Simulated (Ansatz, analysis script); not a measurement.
```json
{"subject": "Stoner picture of Mn3Si", "lattice_ang": [[0.0, 2.861, 2.861], [2.861, 0.0, 2.861], [2.861, 2.861, 0.0]], "atoms": [["Mn", 0.5, 0.5, 0.5], ["Mn", 0.25, 0.25, 0.25], ["Mn", 0.75, 0.75, 0.75], ["Si", 0.0, 0.0, 0.0]], "method": "PBEsol, PAW set soft_1 (files made for PBE); collinear runs at fixed total moment and in a field on the spins (and 4 further levels or steps)", "program": "Ansatz 0.2.0 and analysis script 1", "settings_of_one_run": "cutoff 420 eV, 12×12×12 k-mesh, Fermi-Dirac occupations, smearing width 0.05 eV", "notes": "The free run ended ferrimagnetic, so the fixed totals need not lie on its branch. In doubt: the program’s search for lower states was switched off, so a lower magnetic state than those reached may exist.", "results": {"state_of_the_free_run": "ferrimagnetic", "net_moment_of_the_free_run": "1.01 μB", "energy_of_the_free_run_from_the_state_without_spin": "-501 meV a cell", "lowest_of_the_fixed_moments_tried": "M = 1 μB, -500 meV", "dm_db_between_0_and_300_t": "0.0244 μB a cell per 1000 T"}}
```

[Logs and program files are shortened in this print: banners, set-up blocks, solver, clock and traceback lines can be left out without a mark of their own.]

[Logs are printed without paths, hosts, clocks, repeated set-up lines and the standing remarks that a program may print on its own settings, such as how far it seeks lower states.]

[Hosts, paths, dates, database ids (printed as entryN), source tags and the programs' standing remarks are cut or masked in the printed files.]
